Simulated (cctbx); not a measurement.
**Symmetry from intensities**

Cell: a = 7.4380 Å, b = 9.4410 Å, c = 14.7870 Å, α = 90.00°, β = 111.85°, γ = 90.00°. Expected content of the cell: Sn16 O36 N8.

Simulated single-crystal data (cctbx): Mo Kα, λ = 0.71073 Å, to d = 0.8 Å, 80 % of the full sphere, strongest reflection 5000 counts, noise from counting, a 3 % proportional error and a noise floor of 8 counts (s.d.); no absorption.

Tests on the unmerged data give:

```text
6338 reflections to d = 0.800 A
centring   violations  <I/sigma> of those
    A       1704 of  3161      6.4
    B       1828 of  3175      6.9
    C       1874 of  3162      7.1
    I       1756 of  3150      6.7
    R       2369 of  4262      6.8
    F       2703 of  4749      6.8
Laue class    unique    Rint  (classes that these axes allow; Friedel mates merged)
P -1             3779   0.054
P 1 2/m 1        2087   0.062
space group    extra absences  I>4sigma  <I/sigma>
P 1 2 1                 0          0         -  acentric
P 1 21 1               11          0      -0.3  acentric
P 1 m 1                 0          0         -  acentric
P 1 c 1               203          0       0.0  acentric
P 1 2/m 1               0          0         -  centric
P 1 21/m 1             11          0      -0.3  centric
P 1 2/c 1             203          0       0.0  centric
P 1 21/c 1            214          0       0.0  centric
Wilson B = 0.46 A^2   <|E^2-1|> = 0.913 (0.968 centric, 0.736 acentric)   E^2>4: 4.0 %
shell (A)         n   <I/sigma>
13.73 - 1.60    279     14.6
 1.60 - 1.27    257     13.1
 1.27 - 1.11    267     11.8
 1.11 - 1.01    263     10.6
 1.01 - 0.94    248     10.0
 0.94 - 0.88    266      9.3
 0.88 - 0.84    241      8.2
 0.84 - 0.80    266      8.0
```

Q: Read the symmetry from these tables.

Every centring test has many violations, so the lattice is primitive.

Rint stays low (0.054 to 0.062) up to P 1 2/m 1, the highest class in these axes.

8 settings pass the absence test. The most absences obeyed, 214, belong to P 1 21/c 1 alone.

⟨|E²−1|⟩ = 0.913 leans to a centrosymmetric structure. The Wilson B of 0.46 Å² means U ≈ 0.0058 Å².

The true group is P2_1/c (no. 14), Laue class 2/m, centrosymmetric. The tables fix it.

This is a model crystal, built by substitution and not relaxed, with assumed displacement parameters.

[Logs are printed without paths, hosts, clocks, repeated set-up lines and the standing remarks that a program may print on its own settings, such as how far it seeks lower states.]
